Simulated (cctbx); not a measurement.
# What is wrong with this refinement?

Cell a = 15.6800 Å, b = 9.0550 Å, c = 6.6630 Å, α = 90.00°, β = 90.00°, γ = 90.00°; space group Cmcm (no. 63).

The data are simulated with cctbx, not measured: Mo Kα, λ = 0.71073 Å, to d = 0.65 Å, 95 % of the full sphere, strongest reflection 40000 counts, noise from counting, a 4 % proportional error and a noise floor of 15 counts (s.d.); no absorption.

An anisotropic refinement with weights 1/σ² prints:

```text
Rint 0.038, 998 unique reflections to 0.65 A
cycle     R1     wR2    GooF  max shift (A)
   1  0.0876  0.2098   7.076   0.00135
   2  0.0885  0.2066   6.965   0.00000
final R1 0.0885 wR2 0.2066 GooF 6.965  parameters 19  data/parameter 52.5
atom        x        y        z      Ueq    occ   su(xyz)  su(Uiso or U11)
Pr1    0.11986  0.88501  0.25000   0.0174  1.000  0.00014  0.0006
Pr2    0.50000  0.74277  0.25000   0.0196  1.000  0.00022  0.0008
Pr3    0.66744  0.00000  0.50000   0.0169  1.000  0.00009  0.0006
Cr1    0.50000  0.09726  0.25000   0.0253  1.000  0.00078  0.0028
difference map: max 39.21 min -2.68 rms 1.28
Q1    0.1983  0.1994  0.2500    8   39.41  3.10 A from Pr1
Q2    0.0000  0.2369  0.2500    4    7.16  0.05 A from Pr2
Q3    0.1135  0.1331  0.7500    8    5.90  0.19 A from Pr1
Q4    0.1629  0.5000  0.0000    8    5.34  0.07 A from Pr3
Q5    0.2211  0.2003  0.7500    8    3.15  1.77 A from Pr1
Q6    0.1394  0.2435  0.2500    8    2.94  2.19 A from Pr2
```

Q: Accept it or mend it, and why?

Mend it. The fault: an atom left out, Al at (0.3015, 0.6998, 1/4). Against the right model at the same level, R1 goes from 0.0128 to 0.0885 and GooF from 0.95 to 6.96 and the top difference peak, 39.4 e/Å³, lies 3.10 Å from Pr1. Q1 is the missing atom. With scattering power missing, scale and phases suffer, so peaks may also grow on the heavy atoms.

The compound is Pr5Al2Cr. The right model at the same level gives:

```text
Rint 0.038, 998 unique reflections to 0.65 A
cycle     R1     wR2    GooF  max shift (A)
   1  0.0128  0.0282   0.954   0.00007
   2  0.0128  0.0281   0.951   0.00000
final R1 0.0128 wR2 0.0281 GooF 0.951  parameters 25  data/parameter 39.9
atom        x        y        z      Ueq    occ   su(xyz)  su(Uiso or U11)
Pr1    0.11990  0.88489  0.25000   0.0188  1.000  0.00002  0.0001
Pr2    0.50000  0.74273  0.25000   0.0207  1.000  0.00003  0.0001
Pr3    0.66740  0.00000  0.50000   0.0183  1.000  0.00001  0.0001
Cr1    0.50000  0.09723  0.25000   0.0265  1.000  0.00010  0.0004
Al1    0.30166  0.69988  0.25000   0.0296  1.000  0.00015  0.0006
difference map: max 0.93 min -0.94 rms 0.23
Q1    0.2515  0.2006  0.5845   16    0.93  1.63 A from Al1
Q2    0.0000  0.2974  0.5927    8    0.91  1.42 A from Cr1
Q3    0.1521  0.1535  0.7500    8    0.91  0.61 A from Pr1
Q4    0.1819  0.0864  0.2500    8    0.88  1.06 A from Al1
Q5    0.1860  0.4002  0.7500    8    0.84  1.92 A from Pr3
Q6    0.0000  0.5000  0.0000    4    0.82  1.88 A from Cr1
```

The model is made up (kin elements in a known structure type, no relaxation), so it says nothing on whether the phase exists.

[Middle refinement cycles are left out of these outputs.]

[Logs are printed without paths, hosts, clocks, repeated set-up lines and the standing remarks that a program may print on its own settings, such as how far it seeks lower states.]
